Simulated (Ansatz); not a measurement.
## 1T-FeBrI monolayer in a perpendicular field

Wanted: the out-of-plane response of the 1T-FeBrI monolayer. A positive field points along +c.

Program: Ansatz 0.2.0. Level of theory: plane-wave DFT, PBE-D3(BJ), Ansatz PAW. Results are calculated unless marked as measured.

### Step 1. Set-up

The cell holds 3 atoms: 1 I, 1 Fe and 1 Br. Its edges and angles: a = 3.576 Å, b = 3.576 Å, c = 37.047 Å, α = 90.0°, β = 90.0°, γ = 120.0°. Vacuum lies along c.

### Step 2. Relaxing the slab

The starting cell is a guess, so the in-plane lattice and the atoms are relaxed first, with the slab cut off from its images along the normal.

input.yaml

```yaml
crystal:
  lattice:
    - [3.575914, 0.0, 0.0]
    - [-1.787957, 3.0968323657, 0.0]
    - [0.0, 0.0, 37.0467907673]
  atoms:
    - { symbol: I, position: [0.6666666667, 0.3333333333, 0.4588791538] }
    - { symbol: Fe, position: [0.0, 0.0, 0.5043243863], spin: 4.0 }
    - { symbol: Br, position: [0.3333333333, 0.6666666667, 0.5411208462] }
  periodic: [true, true, false]
magnetization:
  spin_polarized: true
kpoints:
  mp_grid: { grid: [12, 12, 1] }
hamiltonian:
  xc: pbe
  dispersion: d3bj
scf:
  occupations: { method: fermi_dirac, width: 0.05 }
  convergence: { dr2_threshold: 1.0e-09 }
relax:
  f_tol: 0.004
  max_steps: 90
  cell: {}
output:
  write_potential: true
  write_density: true
  volumetric_format: npy
```

The run is started by

```console
$ ansatz run input.yaml --threads 2 --pin off --max-ram 3072MiB --backend cpu --events-out ev --progress --plain --runs-dir out
```

Numbers of over 12 decimals in the logs are rounded to 6 here.

The log of the run:

```text
Warning: relax.cell: scf.convergence.dr2_threshold = 1e-9 eV is looser than the 1.76243804535e-10 eV advised for a relaxation that steers and ends on the stress (1e-10 eV for each atom of the cell: 3, times the square of relax.cell.stress_2d_tol = 0.05 N/m over 13.0 Å (the atoms' height at the walk's start and 5 Å past either face), 3.832e-2 GPa, over a crystal's default 0.05). What an SCF threshold leaves in a stress goes as its square root, and in the free energy as the threshold itself, and one threshold admits the most on a small cell: [figures from the program's tests cut] Set scf.convergence.dr2_threshold to 1.76243804535e-10 eV or tighter. [rest of the remark cut]
Engine: ansatz 0.2.0, aarch64-unknown-linux-gnu
Pseudopotentials: kind: paw
Pseudopotential: I, paw, valence charge 17, recommended cutoff 420 eV (normal), I.paw.azcp
Pseudopotential: Fe, paw, valence charge 16, recommended cutoff 420 eV (normal), Fe.paw.azcp
Pseudopotential: Br, paw, valence charge 7, recommended cutoff 420 eV (normal), Br.paw.azcp
Functional definition: PBE
  parameter kappa = 0.804
  parameter beta = 0.066725
  exchange = pbe_x(kappa = kappa, mu = beta*pi^2/3)
  correlation = pbe_c(beta = beta)
Crystal: 3 atoms, lattice volume = 410.256 Å³
Basis set: ecut = 420 eV, 7893 PW (Γ), exchange–correlation on 48×48×500 points (8 copies of the dense FFT grid, shifted against one another)
Bands: 27, of which v1, the nominal top of the filled ones, is band 20 counted from 1 (19 counted from 0)
Symmetry: 6 space group operations
Space group: P3m1 (ITA 156), of the structure as read, at distance tolerance 7.4e-5 Å
Magnetic group: BNS 156.49 (UNI 1279), of the structure as read, at distance tolerance 7.4e-5 Å
k-points: 19 of 144 (time reversal used)
Non-local potential: I, projectors of the file, l = 0: 2, l = 1: 2, l = 2: 2, l = 3: 2
Non-local potential: Fe, projectors of the file, l = 0: 3, l = 1: 2, l = 2: 3, l = 3: 1
Non-local potential: Br, projectors of the file, l = 0: 2, l = 1: 2, l = 2: 2
PAW form: soft (Blöchl's): semilocal exchange-correlation on the pseudo side does not see the compensation charge
PAW one-centre angular grid: I, 590 points (default); XC on 64 Gauss nodes
PAW one-centre angular grid: Fe, 590 points (default); XC on 64 Gauss nodes
PAW one-centre angular grid: Br, 110 points (default); XC on 64 Gauss nodes
Initial density: superposition of atomic densities (neutral atoms: chi_scale 0, normalization atom)
Starting moments: Σ|m| = 4 μB on 1 of 3 sites
Initial wavefunctions: pseudopotential atomic-orbital guess
Functional: x = pbe(κ = 0.804, μ = 0.219515), c = pbe(β = 0.066725)
iter 1 solved again at ethr=8.81e-4 eV; its pass at ethr=3.10e-3 eV (dr2=3.52e-1 eV) is discarded
SCF iter   1: F=—  HF=-14776.829910 eV  |F-HF|=—  |Δ(HF+E_count)|=         —  Δρ=6.29e-3 (↑4.66e-3 ↓6.29e-3)  dr2=3.57e-1  dr2_m=4.82e-2  M=3.999 μB ∫|m|=4.014 μB  β_m=0.30  ethr=8.81e-4  ⟨swp⟩=1.8  Hψ=11254  notcnv=0
Mixer restart at iter 1: flushing history
preconditioner: auto → LDOS  [metal: Δε(μ)=0.027 eV  Ē_g=10.079 eV  σ=0.050 eV  W_gap=0.14  n_scr=20 (ndim 8)  ℏωp=8.6 eV  f_vac=0.806  D(μ)=1.61/eV (n_scr^D=8)]
spin=Collinear: LDOS preconditioning applied to the charge; magnetization (m = ρ↑ − ρ↓) channel mixes plain (no charge-response kernel on spin).
SCF iter   2: F=—  HF=-14777.155532 eV  |F-HF|=—  |Δ(HF+E_count)|=   3.26e-1  Δρ=4.11e-3 (↑3.51e-3 ↓4.11e-3)  dr2=7.29e-2  dr2_m=2.95e-2  M=3.998 μB ∫|m|=4.016 μB  β_m=0.40  ethr=8.81e-4  ⟨swp⟩=5.3  Hψ=2530  notcnv=0  defer=14
SCF iter   3: F=—  HF=-14777.470950 eV  |F-HF|=—  |Δ(HF+E_count)|=         —  Δρ=4.59e-3 (↑4.59e-3 ↓3.37e-3)  dr2=3.23e-2  dr2_m=4.96e-2  M=3.902 μB ∫|m|=3.925 μB  β_m=0.40  ethr=1.82e-4  ⟨swp⟩=4.5  Hψ=2682  notcnv=0  defer=52
SCF iter   4: F=—  HF=-14777.525046 eV  |F-HF|=—  |Δ(HF+E_count)|=         —  Δρ=3.52e-3 (↑3.52e-3 ↓2.50e-3)  dr2=9.83e-3  dr2_m=3.00e-2  M=3.894 μB ∫|m|=3.920 μB  β_m=0.40  ethr=8.07e-5  ⟨swp⟩=2.7  Hψ=1678  notcnv=0  defer=54
SCF iter   5: F=—  HF=-14777.558470 eV  |F-HF|=—  |Δ(HF+E_count)|=   3.34e-2  Δρ=2.54e-3 (↑2.54e-3 ↓1.73e-3)  dr2=5.44e-3  dr2_m=1.53e-2  M=3.886 μB ∫|m|=3.916 μB  β_m=0.70  ethr=2.46e-5  ⟨swp⟩=2.6  Hψ=1670  notcnv=0  defer=54
SCF iter   6: F=—  HF=-14777.580474 eV  |F-HF|=—  |Δ(HF+E_count)|=   2.20e-2  Δρ=4.90e-4 (↑1.28e-4 ↓4.90e-4)  dr2=4.90e-4  dr2_m=2.94e-4  M=3.866 μB ∫|m|=3.901 μB  β_m=0.75  ethr=1.36e-5  ⟨swp⟩=3.2  Hψ=2226  notcnv=0  defer=54
SCF iter   7: F=—  HF=-14777.581026 eV  |F-HF|=—  |Δ(HF+E_count)|=   5.52e-4  Δρ=2.58e-4 (↑1.14e-4 ↓2.58e-4)  dr2=2.25e-4  dr2_m=7.59e-5  M=3.866 μB ∫|m|=3.901 μB  β_m=0.87  ethr=1.23e-6  ⟨swp⟩=3.3  Hψ=2391  notcnv=0  defer=56
SCF iter   8: F=—  HF=-14777.581241 eV  |F-HF|=—  |Δ(HF+E_count)|=   2.16e-4  Δρ=1.74e-4 (↑8.68e-5 ↓1.74e-4)  dr2=1.30e-4  dr2_m=3.19e-5  M=3.867 μB ∫|m|=3.902 μB  β_m=0.89  ethr=5.63e-7  ⟨swp⟩=2.7  Hψ=1957  notcnv=0  defer=56
SCF iter   9: F=—  HF=-14777.581289 eV  |F-HF|=—  |Δ(HF+E_count)|=   4.77e-5  Δρ=7.99e-5 (↑4.47e-5 ↓7.99e-5)  dr2=3.14e-5  dr2_m=6.31e-6  M=3.867 μB ∫|m|=3.903 μB  β_m=0.89  ethr=3.26e-7  ⟨swp⟩=2.9  Hψ=2193  notcnv=0  defer=56
SCF iter  10: F=—  HF=-14777.581317 eV  |F-HF|=—  |Δ(HF+E_count)|=   2.81e-5  Δρ=2.11e-5 (↑1.40e-5 ↓2.11e-5)  dr2=8.41e-6  dr2_m=5.20e-7  M=3.867 μB ∫|m|=3.902 μB  β_m=0.79  ethr=7.86e-8  ⟨swp⟩=3.0  Hψ=2135  notcnv=0  defer=56
SCF iter  11: F=—  HF=-14777.581321 eV  |F-HF|=—  |Δ(HF+E_count)|=   3.55e-6  Δρ=1.27e-5 (↑1.27e-5 ↓6.07e-6)  dr2=1.25e-6  dr2_m=1.51e-7  M=3.866 μB ∫|m|=3.902 μB  β_m=0.67  ethr=2.10e-8  ⟨swp⟩=3.6  Hψ=2294  notcnv=0  defer=56
SCF iter  12: F=—  HF=-14777.581321 eV  |F-HF|=—  |Δ(HF+E_count)|=   2.97e-7  Δρ=2.72e-6 (↑1.88e-6 ↓2.72e-6)  dr2=2.18e-8  dr2_m=1.65e-8  M=3.866 μB ∫|m|=3.902 μB  β_m=0.75  ethr=3.12e-9  ⟨swp⟩=3.3  Hψ=1976  notcnv=0  defer=56
SCF iter  13: F=—  HF=-14777.581321 eV  |F-HF|=—  |Δ(HF+E_count)|=   2.77e-7  Δρ=1.04e-6 (↑8.10e-7 ↓1.04e-6)  dr2=3.31e-9  dr2_m=2.40e-9  M=3.866 μB ∫|m|=3.902 μB  β_m=0.88  ethr=5.44e-11  ⟨swp⟩=3.4  Hψ=2287  notcnv=0  defer=56
SCF iter  14: F=—  HF=-14777.581321 eV  |F-HF|=—  |Δ(HF+E_count)|=   1.26e-8  Δρ=3.42e-7 (↑2.87e-7 ↓3.42e-7)  dr2=1.17e-9  dr2_m=8.65e-11  M=3.866 μB ∫|m|=3.902 μB  β_m=0.77  ethr=8.28e-12  ⟨swp⟩=3.1  Hψ=2162  notcnv=0  defer=56
SCF iter  15: F=-14777.581321 eV  HF=-14777.581321 eV  |F-HF|=8.49e-10  |Δ(HF+E_count)|=   1.15e-9  Δρ=8.06e-8 (↑8.06e-8 ↓7.76e-8)  dr2=3.92e-11  dr2_m=1.38e-11  M=3.866 μB ∫|m|=3.902 μB  ethr=2.50e-12  ⟨swp⟩=8.9  Hψ=7455  notcnv=0
SCF 1 converged in 15 iterations: F = -14777.581321 eV  dr2 = 3.92e-11
[...]
iter 1 solved again at ethr=1.93e-6 eV; its pass at ethr=3.10e-3 eV (dr2=7.73e-4 eV) is discarded
SCF iter   1: F=—  HF=-14778.045633 eV  |F-HF|=—  |Δ(HF+E_count)|=         —  Δρ=1.95e-5 (↑1.95e-5 ↓1.42e-5)  dr2=1.27e-7  dr2_m=8.70e-8  M=4.000 μB ∫|m|=4.029 μB  β_m=0.65  ethr=1.93e-6  ⟨swp⟩=4.7  Hψ=12517  notcnv=0
eigensolver tolerance schedule: the retry pair's looser diagonalisation over-reported the residual by 6087.35 of it (diagonalisation noise at an unbounded share of the residual, at the tolerance the schedule requests for it); recorded, not acted on — ethr = c·dr2/N_el stays at c = 1.0e-1
preconditioner: auto → LDOS  [metal: Δε(μ)=0.047 eV  Ē_g=9.236 eV  σ=0.050 eV  W_gap=0.22  n_scr=16 (ndim 8)  ℏωp=8.0 eV  f_vac=0.808  D(μ)=2.54/eV (n_scr^D=10)]
spin=Collinear: LDOS preconditioning applied to the charge; magnetization (m = ρ↑ − ρ↓) channel mixes plain (no charge-response kernel on spin).
SCF iter   2: F=—  HF=-14778.046469 eV  |F-HF|=—  |Δ(HF+E_count)|=   8.37e-4  Δρ=6.85e-6 (↑6.85e-6 ↓5.06e-6)  dr2=2.45e-8  dr2_m=1.13e-8  M=4.000 μB ∫|m|=4.029 μB  β_m=0.58  ethr=3.17e-10  ⟨swp⟩=5.6  Hψ=3753  notcnv=0
SCF iter   3: F=—  HF=-14778.046698 eV  |F-HF|=—  |Δ(HF+E_count)|=   2.29e-4  Δρ=1.68e-6 (↑1.68e-6 ↓1.25e-6)  dr2=5.55e-9  dr2_m=7.18e-10  M=4.000 μB ∫|m|=4.029 μB  β_m=0.58  ethr=6.11e-11  ⟨swp⟩=3.3  Hψ=2152  notcnv=0  defer=1
iter 4 met the thresholds in force, and the SCF goes on: an eigenvalue changes by 36.25 meV, over its tolerance of 0.06 meV (output.eigenvalues, Limitations)
SCF iter   4: F=-14778.046735 eV  HF=-14778.046733 eV  |F-HF|=2.30e-6  |Δ(HF+E_count)|=   3.46e-5  Δρ=2.32e-7 (↑2.32e-7 ↓2.09e-7)  dr2=3.83e-10  dr2_m=2.94e-11  M=4.000 μB ∫|m|=4.029 μB  β_m=0.58  ethr=2.50e-12  ⟨swp⟩=21.2  Hψ=9541  notcnv=0
iter 5 met the thresholds in force, and the SCF goes on: an eigenvalue changes by 11.72 meV, over its tolerance of 0.05 meV (output.eigenvalues, Limitations)
SCF iter   5: F=-14778.046735 eV  HF=-14778.046735 eV  |F-HF|=1.47e-7  |Δ(HF+E_count)|=   2.15e-6  Δρ=5.59e-8 (↑4.75e-8 ↓5.59e-8)  dr2=3.05e-11  dr2_m=3.21e-12  M=4.000 μB ∫|m|=4.029 μB  β_m=1.00  ethr=1.00e-12  ⟨swp⟩=12.5  Hψ=6926  notcnv=0
Mixer restart at iter 5: flushing history
iter 6 met the thresholds in force, and the SCF goes on: an eigenvalue changes by 0.06 meV, over its tolerance of 0.05 meV (output.eigenvalues, Limitations)
SCF iter   6: F=-14778.046735 eV  HF=-14778.046735 eV  |F-HF|=1.75e-10  |Δ(HF+E_count)|=   1.47e-7  Δρ=5.21e-8 (↑5.21e-8 ↓4.64e-8)  dr2=1.51e-10  dr2_m=4.20e-13  M=4.000 μB ∫|m|=4.029 μB  β_m=1.00  ethr=1.00e-12  ⟨swp⟩=10.5  Hψ=6407  notcnv=0  κ⁻¹=1.0e0(r=1)
SCF iter   7: F=-14778.046735 eV  HF=-14778.046735 eV  |F-HF|=2.00e-11  |Δ(HF+E_count)|=  1.82e-12  Δρ=3.75e-8 (↑1.46e-8 ↓3.75e-8)  dr2=7.09e-11  dr2_m=8.29e-13  M=4.000 μB ∫|m|=4.029 μB  ethr=1.00e-12  ⟨swp⟩=7.1  Hψ=5430  notcnv=0
WARN: dispersion: an atom stands within reach of a switch of its C6 between two reference coordination numbers of its element: through that C6 alone, e_disp changes by 0.025 eV or more while the distances to its neighbours run over a stretch of 0.05 Å that contains this geometry (sites counted from 0 in the run's list of atoms or, in a supercell that it derives, in that cell's: here a list of 3) — site 1 (Fe): coordination number 5.290 (about 5.05 to 5.53 with every neighbour 0.05 Å farther or nearer), switch near 5.393 between the references 1.648 (weight 1.00) and 9.138 (weight 0.00), e_disp changing by some 0.12 eV. [rest of the remark cut]
SCF 11 converged in 7 iterations: F = -14778.046735 eV  dr2 = 7.09e-11
relax step  11: F+E_penalty+E_count = -14778.04673482 eV  Δ(F+E_penalty+E_count) = -3.061e-5 eV  max|allowed force component| = 8.724e-4 eV/Å  Δτ_max = 0.0000 Å  P = +0.015 N/m  Ω = 470.046 Å³  fix = [c, alpha, beta]  reactions: c +0.000 N/m  stress off target by 1.49e-2 N/m on what of the cell is left free  SCF on the basis re-selected at this cell (its energy is not comparable with the rows above)  (7 SCF iters)
basis re-selected at this cell: Δ(F+E_penalty+E_count) = -3.061e-5 eV, ΔP = -0.001 N/m vs the last step (what re-selecting the basis moved, of the pressure what is left beyond the Pulay correction that the steps carried, after the strain that the cell walked since its last selection, with what the two solves' SCF thresholds leave and, on support functions, any second-order correction that the steps lacked; it is no m [...]
WARN: The output density's exchange-correlation potential varies sharply where the density is thin. Do not read a vacuum level from v_tot or v_xc, or from such a field of the output density. On a cell that repeats whose density bears no net charge and no dipole along the vacuum's axis use v_es (v_loc + v_h of the components); under efield.dipole_correction with no amplitude use v_es + v_field, which holds any externa [...]
SCF converged after 7 iterations
an eigenvalue changed by more than its tolerance at an iteration that met the thresholds in force, so the SCF went on 3 times, its first undamped step at iteration 5: the last check found none over its tolerance
Magnetization: 3.9999 μB (21.9999 up, 18.0001 down)
Absolute magnetization: 4.0290 μB (∫|ρ↑−ρ↓|, with the PAW one-centre terms)
Spin contamination: 0.0171 ħ² per cell (⟨S²⟩ above its minimum at these occupations)
Per-site moments (μB) at R_I (Å): [(0.179453, 1.146985), (3.427142, 1.087126), (0.144408, 1.087126)]
Free energy (F): -14778.046735 eV
Harris-Foulkes:  -14778.046735 eV  (|F-HF|=2.00e-11)
Internal energy: -14778.024917 eV  (E = F + TS)
E sigma→0 (E₀):  -14778.035826 eV
Entropy (-TS):   -0.021818 eV (-7.273 meV/atom)
Fermi energy:    -4.990376 eV
--- Per-component energies (eV) ---
  E_band       = -1260.264818
  E_kinetic    = 663.228103
  E_local      = -94130.315611  (includes V_loc(G=0)·N_el)
  E_nonlocal   = 210.084460
  E_hartree    = 46555.127497
  E_xc         = -506.074389
  E_vxc        = -378.127643  (∫ρ·V_xc dr)
  E_paw        = -8434.900225  (= ΣΔE_a)
  E_vpaw       = -735.389784  (= ΣTr[D̂ρ^β])
  E_aug_tail   = 0.000845  (compensation charges beyond the density's cutoff)
  E_ewald      = 40865.571215
  E_disp       = -0.746813  (pairwise vdW)
  E_smearing   = -0.021818  (= −TS)
  E_closure    = 0.000000  (closes the sum)
  Σ components = -14778.046735   (vs F -14778.046735, Δ=0.00e0)
--- Forces (eV/Å), atoms counted from 1 ---
  atom   1  I     -0.00000000     0.00000000    -0.00087221
  atom   2  Fe     0.00000000    -0.00000000     0.00011926
  atom   3  Br     0.00000000    -0.00000000     0.00075352
  max |Σ_I F_I| component: 5.77e-7 eV/Å
--- 2D stress c σ (N/m, compression-positive) ---
        0.014895       0.000000       0.000000
        0.000000       0.014895       0.000000
        0.000000       0.000000       0.000000
  P = ½ c Tr σ = 0.0149 N/m
--- Band table (eV; the first three rows and the last of 38) ---
  k-point 0 ↑: bands = [... 16 lower, -8.0094, -7.5157, -6.7252, -6.7252, -5.3031, -5.3031, -2.1340, -0.7527, ... 3 higher]
  k-point 1 ↑: bands = [... 16 lower, -8.0339, -7.4716, -6.8970, -6.7556, -5.6317, -5.3604, -1.8720, -0.5628, ... 3 higher]
  k-point 2 ↑: bands = [... 16 lower, -8.0487, -7.4364, -7.1256, -6.8641, -6.2486, -5.4847, -1.3137, -0.3673, ... 3 higher]
  k-point 18 ↓: bands = [... 16 lower, -7.7448, -4.8532, -4.7782, -4.6269, -3.9187, -3.6104, -0.6481, 0.7735, ... 3 higher]
  the weakly bound empty levels are not read free of the cell's end (no_gap_told)
--- Relaxed structure (9 steps of the walk, 8 accepted, 2 SCFs on fresh bases) ---
  F+E_penalty+E_count = -14778.04673482 eV   max|allowed force component| = 8.724e-4 eV/Å   (the final SCF, on the basis selected at the relaxed cell)
  cell:  # Å, volume = 470.0462 Å³
    - [3.827628, 0.0, 0]
    - [-1.913814, 3.314823, 0]
    - [0, 0, 37.0467907673]
  atoms:
    - { symbol: I, position: [0.666667, 0.333333, 0.458152] }
    - { symbol: Fe, position: [0, 0, 0.503705] }
    - { symbol: Br, position: [0.333333, 0.666667, 0.542467] }
```

Run time: 5.6 min. Hardware: 2 threads of Arm Neoverse V2, shared host; peak memory 0.9 GiB; 11 min of CPU time.

Step by step:

```
step  energy less that of the first step (eV)  largest force component (eV/Å)  volume (Å³)
   1                                   0.0000                          1.2540       410.26
   2                                  -0.3587                          0.4960       435.75
   3                                  -0.3962                          0.7170       474.89
   4                                  -0.4509                          0.1617       480.72
   5                                  -0.4612                          0.0342       472.07
   6                                  -0.4619                          0.0258       468.67
   7                                  -0.4619                          0.0306       468.92
   8                                  -0.4619                          0.0034       469.08
  9*                                  -0.4653                          0.0038       469.08
  10                                  -0.4654                          0.0009       470.05
 11*                                  -0.4654                          0.0009       470.05
```

Relaxation steps marked * repeat the geometry before them on a plane-wave basis chosen anew for their cell, so energy and pressure can jump there. Relaxation step 7 was tried and not accepted.

The run keeps the 6 symmetry operations that it works with, so distortions that break them were not tested.

| cell as run | before | after | change |
| --- | --- | --- | --- |
| a (Å) | 3.576 | 3.828 | +7.0 % |
| b (Å) | 3.576 | 3.828 | +7.0 % |

The atoms that moved most (Å, along periodic axes as changes of fractional coordinates times the final cell, across vacuum about the mean position):

```csv
atom,dx,dy,dz,length
Br3,0.000,0.000,0.050,0.050
I1,0.000,0.000,-0.027,0.027
Fe2,0.000,0.000,-0.023,0.023
```

Final coordinates:

```xyz
3
Lattice="3.8276 0.0000 0.0000 -1.9138 3.3148 0.0000 0.0000 0.0000 37.0468" Properties=species:S:1:pos:R:3
I     1.9138    1.1049   16.9731
Fe    0.0000    0.0000   18.6607
Br    0.0000    2.2099   20.0967
```

This step gave:

```
energy at zero smearing : -14778.0358 eV
total moment            : 4.000 μB
site moments            : 0.1795, 3.427, 0.1444 μB
```

Site moment by atom:

```csv
atom,site moment (μB)
I1,0.18
Fe2,3.43
Br3,0.14
```

The lattice constant a goes from 3.576 to 3.828 Å.

[end of part 1 of 3]

[Logs are printed without paths, hosts, clocks, repeated set-up lines and the standing remarks that a program may print on its own settings, such as how far it seeks lower states.]

[Hosts, paths, dates, database ids (printed as entryN), source tags and the programs' standing remarks are cut or masked in the printed files.]

[Maps of the electrostatic potential energy from Ansatz leave out the sawtooth potential of an applied field or a dipole correction, so their vacuum need not be flat; planar profiles and work functions include it.]
